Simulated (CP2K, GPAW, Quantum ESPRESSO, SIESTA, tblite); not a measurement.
# Running C(111) slab, H on the bottom face (153 atoms) with GPAW

How do the settings of GPAW change the result for C(111) slab, H on the bottom face (153 atoms)? A plane-wave run serves as the yardstick.

Method: the method is named at each step, in GPAW 26.7.0.

## 1. Set-up

The cell holds 153 atoms: 144 C and 9 H. Its edges and angles: a = 7.567 Å, b = 7.567 Å, c = 28.021 Å, α = 90.0°, β = 90.0°, γ = 120.0°. It derives from C (diamond-structure). Diamond-structure C (a = 3.567 Å), (111) slab of 16 atomic planes, 3 x 3 surface cells, H on the broken bonds of the bottom face, 12 Å of vacuum; displaced by a Gaussian of 0.02 Å. Then every atom was moved at random, 0.05 Å r.m.s. a Cartesian component (hydrogen 0.6 of that). Regions: slab, 144 atoms (144 C); hydrogen, 9 atoms (9 H). Vacuum lies along c.

The yardstick, on the same geometry:

| Property | Result |
| --- | --- |
| method | Kohn-Sham DFT, PBE, SSSP efficiency 1.3.0 pseudopotentials, plane waves (Quantum ESPRESSO 7.5); sssp-pbe-1.3.0-efficiency, cutoffs 60/480 Ry, Γ point |
| r.m.s. force component | 2.583 eV/Å |
| longest force | 11.42 eV/Å |
| time | 12 min on 4 MPI ranks of Arm Neoverse V2, shared host |
| CPU time | 49 min |

## 2. PBE, LCAO dzp, h 0.2 Å

Method: Kohn-Sham DFT, PBE, PAW, atomic orbitals (dzp).

run.py reads:

```python
import numpy as np
from ase.io import read
from gpaw import GPAW, FermiDirac
from ase.parallel import parprint as print

atoms = read("structure.xyz")
atoms.calc = GPAW(
    mode="lcao",
    basis="dzp",
    h=0.2,
    xc="PBE",
    kpts={"size": (1, 1, 1), "gamma": True},
    occupations=FermiDirac(0.05),
    maxiter=200,
    symmetry={"point_group": False},
    txt="gpaw.txt",
)
energy = atoms.get_potential_energy(force_consistent=True)
forces = atoms.get_forces()
print(f"energy {energy:.6f} eV")
print("forces (eV/A)")
for i, (a, f) in enumerate(zip(atoms, forces)):
    print(f"{i:4d} {a.symbol:2s} {f[0]:10.5f} {f[1]:10.5f} {f[2]:10.5f}")
print(f"Fermi level {atoms.calc.get_fermi_level():.4f} eV")
for k in range(len(atoms.calc.get_ibz_k_points())):
    for s in range(atoms.calc.get_number_of_spins()):
        e = atoms.calc.get_eigenvalues(kpt=k, spin=s)
        n = np.searchsorted(e, atoms.calc.get_fermi_level())
        print(f"k {k} spin {s} levels about the Fermi level:", np.round(e[max(n - 6, 0):n], 4).tolist(), "|", np.round(e[n:n + 6], 4).tolist())
```

structure.xyz reads:

```xyz
153
Lattice="7.56675 0.00000 0.00000 -3.78337 6.55300 0.00000 0.00000 0.00000 28.02071" Properties=species:S:1:pos:R:3 pbc="T T T"
C -0.00525 5.85910 7.59810
C -1.28475 6.55195 7.10437
C -1.28396 5.03526 9.66855
C 0.12762 5.89672 9.14204
C 2.54909 0.02752 11.74404
C -1.08859 5.17916 11.19876
C 0.10064 5.85655 13.84699
C 2.52434 0.01022 13.33562
C -1.30220 5.10590 15.87822
C -0.01346 5.80570 15.36123
C -1.29016 6.48636 17.91000
C -1.17617 5.20243 17.38601
C 0.01695 5.84737 19.94234
C 2.53891 0.13139 19.43825
C -1.29974 5.04476 22.01839
C -0.03930 5.79567 21.53784
C 1.26516 3.63888 7.61127
C -0.01581 4.34910 7.09933
C 0.09587 2.98607 9.69769
C 1.22532 3.70015 9.06246
C 0.02634 4.37190 11.70453
C -0.01384 2.92801 11.35735
C 1.14126 3.71496 13.74304
C -0.00219 4.29982 13.22578
C -0.01070 2.96504 15.78295
C 1.18999 3.61234 15.35563
C -0.08293 4.41646 17.88030
C 0.00976 2.85685 17.29578
C 1.26577 3.65920 19.97008
C 0.10352 4.26836 19.37688
C 0.08736 2.92113 22.01111
C 1.24087 3.67125 21.51654
C 2.52045 5.83826 7.59894
C 1.29456 6.52502 7.08420
C 1.22956 5.06016 9.60802
C 2.54538 5.83348 9.14344
C 5.08066 0.03847 11.70957
C 1.27591 4.97661 11.19820
C 2.54020 5.84351 13.86885
C 1.17505 6.54238 13.34094
C 1.33111 5.05164 15.73363
C 2.46597 5.84167 15.37440
C 5.04464 0.02405 17.87245
C 1.36346 5.06023 17.48352
C 2.56438 5.81841 19.88069
C 1.18322 6.46938 19.39061
C 1.22097 5.11973 22.05986
C 2.51232 5.82431 21.55185
C 2.51269 1.47167 7.62724
C 1.26183 2.18765 7.08083
C 1.23985 0.74213 9.64893
C 2.55824 1.54061 9.16698
C 1.13377 2.19296 11.70173
C 1.13747 0.63413 11.15897
C 2.49090 1.41977 13.81897
C 1.26751 2.10404 13.31964
[... 93 atom lines left out ...]
H 0.00779 0.00629 6.04042
H 3.77853 2.19198 5.98578
H 4.98592 4.37105 5.98382
H 6.30189 2.17966 6.01100
```

Started as:

```
$ OMP_NUM_THREADS=1 mpirun -np 4 gpaw python run.py > output.txt
```

Log:

```text
energy -1238.708325 eV
forces (eV/A)
   0 C     1.04190   -1.18389   -0.65300
   1 C     1.29683    0.79501    0.95743
   2 C     2.17566    3.67833    0.14384
   3 C    -5.36090   -3.68797   -1.06358
   4 C    -0.41042   -0.54608    0.31488
   5 C    -6.29180   -2.74992   -0.38335
   6 C    -7.64152   -3.07864   -0.69529
   7 C     1.98285   -1.74662   -2.05438
   8 C     0.39045    0.15491   -1.31884
   9 C     0.88721    0.59063   -0.85846
  10 C     0.39957    8.10114    0.42447
  11 C    -4.69290   -5.24662   -0.45895
  12 C    -1.99402   -1.57360   -0.36643
  13 C    -0.98229   -5.79152    0.23991
  14 C     4.51097    0.00812   -1.95785
  15 C     1.28626    1.84444    3.84562
  16 C    -0.49269    0.01386   -3.03395
  17 C     0.09291    1.01592    2.21318
  18 C    -4.67309   -3.16529   -0.44342
  19 C     1.96767   -2.35048    3.60530
  20 C     0.16285   -0.51633    1.83927
  21 C    -2.90752    0.71466   -6.00521
  22 C     6.89043   -5.63616    2.69133
  23 C    -2.58632    4.99518    1.51027
[...]
145 H     0.01584   -0.08668   -1.24265
 146 H     0.30051   -0.08470   -1.31184
 147 H     0.00484    0.04649   -2.83024
 148 H    -0.13459    0.13269    0.52673
 149 H     0.11649    0.02670   -2.88455
 150 H    -0.11102   -0.22263    0.53922
 151 H     0.22039    0.00490   -1.14296
 152 H     0.04830    0.03514   -0.86652
Fermi level 6.1014 eV
k 0 spin 0 levels about the Fermi level: [5.1131, 5.863, 5.9073, 5.9721, 5.9803, 6.0464] | [6.1166, 6.13, 6.1947, 6.3279, 6.6721, 8.6482]
```

gpaw.txt:

```text
Input parameters:
  mode=LCAO(),
  basis={'default': 'dzp'},
  h=0.2,
  kpts=MonkhorstPack(size=(1, 1, 1), gamma=True),
  maxiter=200,
  occupations=Occupations(name='fermi-dirac', width=0.05, fixmagmom=False),
  symmetry=Symmetry(point_group=False),
  xc=XC(name='PBE')
Unit cell  # Å
| periodic |         x |        y |         z |   lengths |     angles |
|----------|-----------|----------|-----------|-----------|------------|
|      yes |  7.566750 | 0.000000 |  0.000000 |  7.566750 |  90.000000 |
|      yes | -3.783370 | 6.553000 |  0.000000 |  7.566749 |  90.000000 |
|      yes |  0.000000 | 0.000000 | 28.020710 | 28.020710 | 119.999959 |
Number of symmetries: 1
Symmetry operations  # r_c * U_cc + t_c -> r_c
|   | kind |            matrix            |
|---|------|------------------------------|
| 0 |  E   |  1, 0, 0,  0, 1, 0,  0, 0, 1 |
BZ-sampling:
  Number of BZ points: 1
  Number of IBZ points: 1
  Monkhorst-Pack size: [1, 1, 1]
  Monkhorst-Pack shift: [0, 0, 0]
[... lines left out ...]
      Number of RI-basis functions 0
Reference energy: -148090.860089  # eV
eigensolver:
density mixing:
  MSR1-Mixer
occupation numbers:
  Fermi-Dirac:
    width: 0.0500  # eV
FastPoissonSolver using
    Stencil: 8*3+1=25 point O(h^6) finite-difference Laplacian
xc functional:
  name: PBE with 2 nearest neighbor stencil
interpolation: tri-quintic # 5. degree polynomial
Initialization done in: 4.897 s
convergence criteria:
- Maximum [total energy] change in last 3 cyles: 0.0005 eV / valence electron
- Maximum integral of absolute [dens]ity change: 0.0001 electrons / valence electron
- Maximum integral of absolute [eigenst]ate change: 4e-08 eV^2 / valence electron
maximum number of iterations: 200
SCF iterations
|iter     |      energy | eigst |  dens |
|---------|-------------|-------|-------|
|iter:   1|-1258.049725 |      c|       |
|iter:   2|-1254.451893 |      c| -0.88 |
|iter:   3|-1307.148776 |      c| -0.91 |
|iter:   4|-2008.033975 |      c| -1.12 |
[...]
|iter:  18|-1238.768345 |      c| -1.94 |
|iter:  19|-1238.607926 |      c| -2.21 |
|iter:  20|-1238.638509c|      c| -2.40 |
|iter:  21|-1238.567960c|      c| -2.33 |
|iter:  22|-1238.603616c|      c| -2.55 |
[...]
|iter:  30|-1238.556816c|      c| -3.67 |
|iter:  31|-1238.556693c|      c| -3.74 |
|iter:  32|-1238.556613c|      c| -4.05c|
Converged in 32 steps
SCF loop duration: 332.901 s (10.403 s/step)
Energy contributions relative to reference atoms: (reference = -148090.860089)
Energy contributions:
  Kinetic:        1171.535707
  Coulomb:       -1066.960782
  Zero:             31.061632
  External:          0.000000
  Xc:            -1374.041456
  Entropy:          -0.303426
  Spinorbit:         0.000000
  ----------------------------
  Free energy:   -1238.708325
  Extrapolated:  -1238.556613
dipole moment: (32.733433, -37.759141, -2.254927)  # |e|*Ang
Fermi level: 6.101
Eigenvalues  # (at kpt = [0.000, 0.000, 0.000])
| band index |      eig [eV] | occ [0-2] |
|------------|---------------|-----------|
|          0 |       -16.554 |     2.000 |
|        ... |               |           |
|        284 |         4.849 |     2.000 |
|        285 |         5.100 |     2.000 |
[...]
|        299 |         8.980 |     0.000 |
|        ... |               |           |
|        354 |        12.373 |     0.000 |
Gap: 0.070 eV
Transition (v -> c):
  (s=0, k=0, n=291, [0.00, 0.00, 0.00]) -> (s=0, k=0, n=292, [0.00, 0.00, 0.00])
No difference between direct/indirect transitions
Force computation time: 23.250  # s
```

Run time: 6.1 min. Hardware: 4 MPI ranks of Arm Neoverse V2, shared host; peak memory 3.3 GiB.

Banners, paths, timers and routine set-up lines are dropped from the logs unmarked, and long logs keep their key lines alone; longer cuts are marked.

Against the reference:

```yaml
r_m_s_force_component: 2.701 eV/Å
r_m_s_difference_of_force_components: 164.8 meV/Å
longest_difference_of_force_vectors: 646.9 meV/Å
force_difference_over_r_m_s_force: 6.381 %
slope_of_forces_against_the_reference_s: 1.045
correlation_of_force_components: 0.999
```

Length of the force difference by element (eV/Å):

```
element  atoms  mean  most
      C    144  0.24  0.65
      H      9  0.45  0.60
```

A closer look about C85, which bears the longest force among the free atoms: 9 atoms, nearest first, numbered in the order of the input, with positions taken from that point.

```
atom      x      y      z  distance (Å)  bonds     Fx     Fy  Fz (eV/Å)
 C85   0.00   0.00   0.00          0.00      4  -8.98  -6.71       4.44
 C54   1.08   0.54  -0.50          1.31      4   9.64   6.88      -0.87
C134  -1.32   0.66  -0.50          1.55      4   0.41   0.56       2.09
 C86  -0.07  -1.53  -0.40          1.58      4   0.15   0.35      -1.62
 C88  -0.07  -0.03   1.61          1.61      4   1.24  -2.33      -0.91
 C53   1.08   2.10   0.04          2.36      4   5.35  -3.24       2.52
 C51   1.19   0.65  -2.01          2.42      4   2.80  -1.30       0.30
  C5   2.50  -0.06   0.09          2.50      4  -0.41  -0.55       0.31
 C83  -0.08  -1.47  -2.03          2.51      4   3.02  -3.13       2.16
```

Atoms are counted from 1 here, from 0 in the log.

Forces lie 6.4 % from the reference's, at 0.49 times its CPU time.

## 3. PBE, LCAO szp(dzp), h 0.2 Å

Method: Kohn-Sham DFT, PBE, PAW, atomic orbitals (szp(dzp)).

run.py: that of step 2 with these lines changed.

```diff
@@ -8,3 +8,3 @@
     mode="lcao",
-    basis="dzp",
+    basis="szp(dzp)",
     h=0.2,
```

structure.xyz is that of step 2.

Started as:

```
$ OMP_NUM_THREADS=1 mpirun -np 2 gpaw python run.py > output.txt
```

Log:

```text
energy -1172.932010 eV
forces (eV/A)
   0 C     1.01792   -1.27132   -0.33076
   1 C     1.24955    0.86882    1.82892
   2 C     2.51575    3.86130    0.06570
   3 C    -5.66604   -3.91990   -1.10661
   4 C    -0.73146   -0.30786    0.42387
   5 C    -6.70911   -2.83773   -0.29115
   6 C    -7.96770   -3.52064   -0.72063
   7 C     2.25325   -1.84988   -2.08678
   8 C     0.26920    0.16219   -1.44145
   9 C     0.97450    0.51116   -0.63017
  10 C     0.23376    8.59052    0.45851
  11 C    -5.01013   -5.42711   -0.53935
  12 C    -2.27379   -1.95720   -0.50240
  13 C    -1.11657   -5.95528    0.30102
  14 C     4.89468   -0.06202   -1.26326
  15 C     0.89111    1.72116    3.48747
  16 C    -0.47232   -0.00116   -2.93517
  17 C     0.12682    1.04629    3.40572
  18 C    -4.86179   -3.26346   -0.13186
  19 C     2.22002   -2.51687    3.60330
  20 C     0.17990   -0.53375    1.93249
  21 C    -3.25592    0.68472   -6.19639
  22 C     7.12970   -5.99334    2.75684
  23 C    -3.00092    5.38179    1.51583
[...]
145 H    -0.01155   -0.04964   -2.72384
 146 H     0.18639   -0.00746   -2.75743
 147 H     0.05502   -0.00516   -4.48392
 148 H    -0.11974    0.09146   -0.63854
 149 H     0.06791    0.01071   -4.52137
 150 H    -0.09615   -0.17033   -0.58443
 151 H     0.12884    0.05754   -2.59747
 152 H     0.07287    0.02530   -2.28760
Fermi level 5.4319 eV
k 0 spin 0 levels about the Fermi level: [4.2065, 4.914, 5.2437, 5.2989, 5.3176, 5.368] | [5.4513, 5.4644, 5.5221, 5.6648, 5.9957, 8.0415]
```

gpaw.txt:

```text
Input parameters:
  mode=LCAO(),
  basis={'default': 'szp(dzp)'},
  h=0.2,
  kpts=MonkhorstPack(size=(1, 1, 1), gamma=True),
  maxiter=200,
  occupations=Occupations(name='fermi-dirac', width=0.05, fixmagmom=False),
  symmetry=Symmetry(point_group=False),
  xc=XC(name='PBE')
Unit cell  # Å
| periodic |         x |        y |         z |   lengths |     angles |
[... lines left out ...]
  Fermi-Dirac:
[... lines left out ...]
convergence criteria:
- Maximum [total energy] change in last 3 cyles: 0.0005 eV / valence electron
[... lines left out ...]
Converged in 28 steps
[... lines left out ...]
  Coulomb:         -81.060562
  Zero:             29.050943
  External:          0.000000
  Xc:            -1228.750865
  Entropy:          -0.296062
  Spinorbit:         0.000000
  ----------------------------
  Free energy:   -1172.932010
  Extrapolated:  -1172.783979
dipole moment: (31.962484, -37.422836, -1.976999)  # |e|*Ang
Fermi level: 5.432
Eigenvalues  # (at kpt = [0.000, 0.000, 0.000])
| band index |      eig [eV] | occ [0-2] |
|------------|---------------|-----------|
|          0 |       -17.072 |     2.000 |
|        ... |               |           |
|        284 |         4.023 |     2.000 |
|        285 |         4.196 |     2.000 |
[...]
|        299 |         8.389 |     0.000 |
|        ... |               |           |
|        354 |        12.054 |     0.000 |
Gap: 0.083 eV
Transition (v -> c):
  (s=0, k=0, n=291, [0.00, 0.00, 0.00]) -> (s=0, k=0, n=292, [0.00, 0.00, 0.00])
No difference between direct/indirect transitions
Force computation time: 18.119  # s
```

The job ended after 4 min (2 MPI ranks; peak memory 1.5 GiB).

Against the reference:

* r.m.s. force component: 2.846 eV/Å
* r.m.s. difference of force components: 481.7 meV/Å
* longest difference of force vectors: 2242 meV/Å
* force difference over r.m.s. force: 18.65 %
* slope of forces against the reference's: 1.09
* correlation of force components: 0.9889

This is a coarse setting, run to see what it loses.

Against the first run (6.4 %), the force difference from the reference is 19 %, at 0.33 times the CPU time (on 2 against 4 cores), with 1332 basis functions against 1917: the smaller basis costs accuracy.

The difference per atom is largest on H (1.9 eV/Å on average, against 0.65 on C).

## 4. PBE, LCAO sz(dzp), h 0.2 Å

Method: Kohn-Sham DFT, PBE, PAW, atomic orbitals (sz(dzp)).

run.py: that of step 3 with these lines changed.

```diff
@@ -3,3 +3,2 @@
 from gpaw import GPAW, FermiDirac
-from ase.parallel import parprint as print
 
@@ -8,3 +7,3 @@
     mode="lcao",
-    basis="szp(dzp)",
+    basis="sz(dzp)",
     h=0.2,
```

structure.xyz is that of step 3.

Started as:

```
$ OMP_NUM_THREADS=1 python run.py > output.txt
```

Log:

```text
energy -1127.123861 eV
forces (eV/A)
   0 C     1.03863   -1.47710   -0.29652
   1 C     1.36665    1.04231    2.14827
   2 C     3.00728    4.37544    0.04444
   3 C    -6.49052   -4.39336   -1.18543
   4 C    -1.16548   -0.04379    0.48647
   5 C    -7.52654   -3.20516   -0.31346
   6 C    -9.25089   -4.32724   -0.87006
   7 C     2.70370   -2.06478   -2.38281
   8 C     0.40019    0.14673   -1.50444
   9 C     0.97032    0.45696   -0.48087
  10 C    -0.01045    9.82353    0.52271
  11 C    -5.81637   -6.20439   -0.84958
[...]
148 H    -0.14629    0.10277   -1.26242
 149 H     0.06053   -0.01275   -5.73714
 150 H    -0.09756   -0.18199   -1.18988
 151 H     0.14043    0.08431   -3.56572
 152 H     0.08621    0.03094   -3.16312
Fermi level 5.4964 eV
k 0 spin 0 levels about the Fermi level: [4.5412, 5.3067, 5.3461, 5.3926, 5.4683, 5.4926] | [5.5178, 5.6022, 5.6876, 5.8607, 8.6844, 8.8061]
```

gpaw.txt:

```text
Input parameters:
  mode=LCAO(),
  basis={'default': 'sz(dzp)'},
  h=0.2,
  kpts=MonkhorstPack(size=(1, 1, 1), gamma=True),
  maxiter=200,
  occupations=Occupations(name='fermi-dirac', width=0.05, fixmagmom=False),
  symmetry=Symmetry(point_group=False),
  xc=XC(name='PBE')
[... lines left out ...]
  Fermi-Dirac:
[... lines left out ...]
convergence criteria:
- Maximum [total energy] change in last 3 cyles: 0.0005 eV / valence electron
[... lines left out ...]
Converged in 30 steps
[... lines left out ...]
  Free energy:   -1127.123861
[... lines left out ...]
Fermi level: 5.496
[... lines left out ...]
|          0 |       -17.725 |     2.000 |
|        ... |               |           |
|        285 |         3.837 |     2.000 |
|        286 |         3.919 |     2.000 |
[...]
|        300 |         9.231 |     0.000 |
|        ... |               |           |
|        354 |        12.976 |     0.000 |
Gap: 0.025 eV
Transition (v -> c):
  (s=0, k=0, n=292, [0.00, 0.00, 0.00]) -> (s=0, k=0, n=293, [0.00, 0.00, 0.00])
No difference between direct/indirect transitions
Force computation time: 8.440  # s
timing:  # [seconds]
  Total:  138.183  # ━━━━━━━━━━━━━━━━━━━━━━━━━━━━━━━━━━━━━━━━━━━━━━━━━━━━━━━━
  Init:     8.028  # ━━━╸
  SCF:    121.676  # ━━━━━━━━━━━━━━━━━━━━━━━━━━━━━━━━━━━━━━━━━━━━━━━━━╸
  Forces:   8.440  # ━━━╸
```

Run time: 2.3 min. Hardware: 1 thread; peak memory 0.78 GiB.

Numbers from this run, and their distance from the reference:

```
r.m.s. force component                  : 3.276 eV/Å
r.m.s. difference of force components   : 940.2 meV/Å
longest difference of force vectors     : 3468 meV/Å
force difference over r.m.s. force      : 36.4 %
slope of forces against the reference's : 1.238
correlation of force components         : 0.9761
```

This is a coarse setting, run to see what it loses.

Against the first run (6.4 %), the force difference from the reference is 36 %, at 0.096 times the CPU time (on 1 against 4 cores), with 585 basis functions against 1917: the smaller basis costs accuracy.

## 5. The ladder

Differences are against the plane-wave reference, forces as r.m.s. over components; share is that over the reference's r.m.s. force, slope the least-squares factor from reference forces to these. Total energies of different programs have different zeros and aren't compared.

```
                                      run  Δ force, r.m.s. (meV/Å)  share (%)  slope  cores  CPU time  memory (GiB)
                                reference                        -          -      -      4    49 min           7.2
              GPAW PBE, LCAO dzp, h 0.2 Å                      165       6.38  1.045      4    24 min           3.3
GPAW PBE, LCAO szp(dzp), h 0.2 Å (coarse)                      482       18.6  1.090      2   8.1 min           1.5
 GPAW PBE, LCAO sz(dzp), h 0.2 Å (coarse)                      940       36.4  1.238      1   2.3 min          0.78
```

Rows marked coarse were listed beforehand as settings not expected to be converged; some can still land near the reference.

CPU time is summed over cores on a shared host, where runs went side by side, so it is rough. Symmetry, cutoffs, thresholds, outputs and thread counts weren't matched or tuned between programs; memory under MPI is the largest rank's times the ranks.

## 6. Summary of results

| Property | Result |
| --- | --- |
| nearest in forces | GPAW PBE, LCAO dzp, h 0.2 Å, 6.4 % |
| its CPU time | 24 min |

In words: The PBE run in local orbitals, coarse settings apart, differs by 6.4 % (GPAW PBE, LCAO dzp, h 0.2 Å); basis, grid and potentials can all enter. Runs with settings chosen to be coarse differ by 19 % (GPAW PBE, LCAO szp(dzp), h 0.2 Å) to 36 % (GPAW PBE, LCAO sz(dzp), h 0.2 Å), their programs' other errors included. Of the electronic-structure runs that take under half the reference's CPU time, GPAW PBE, LCAO dzp, h 0.2 Å comes nearest, at 6.4 % in 24 min against 49 min. GPAW PBE, LCAO sz(dzp), h 0.2 Å stiffens the forces by a factor of 1.24 while following their directions (correlation 0.976); the slopes of the 3 GPAW runs lie between 1.04 and 1.24. With short bonds to hydrogen, sets of potentials differ among themselves by several per cent in forces even at converged cutoffs, so the reference isn't exact here either. The electron count is odd in these runs, and they have no spin polarisation, so the unpaired electron is spread evenly over both spins. The runs have no spin polarisation, so any moments at edges, vacancies or dangling bonds can't form. The electronic-structure runs sample only Γ, in a cell whose shortest periodic width is 7 Å, which is coarse for a cell with partly filled levels.

[Also dropped from logs without a mark: logging warnings of Python, and SIESTA's first energy breakdown and zero terms.]

[Logs are printed without paths, hosts, clocks, repeated set-up lines and the standing remarks that a program may print on its own settings, such as how far it seeks lower states.]

[Hosts, paths, dates, database ids (printed as entryN), source tags and the programs' standing remarks are cut or masked in the printed files.]
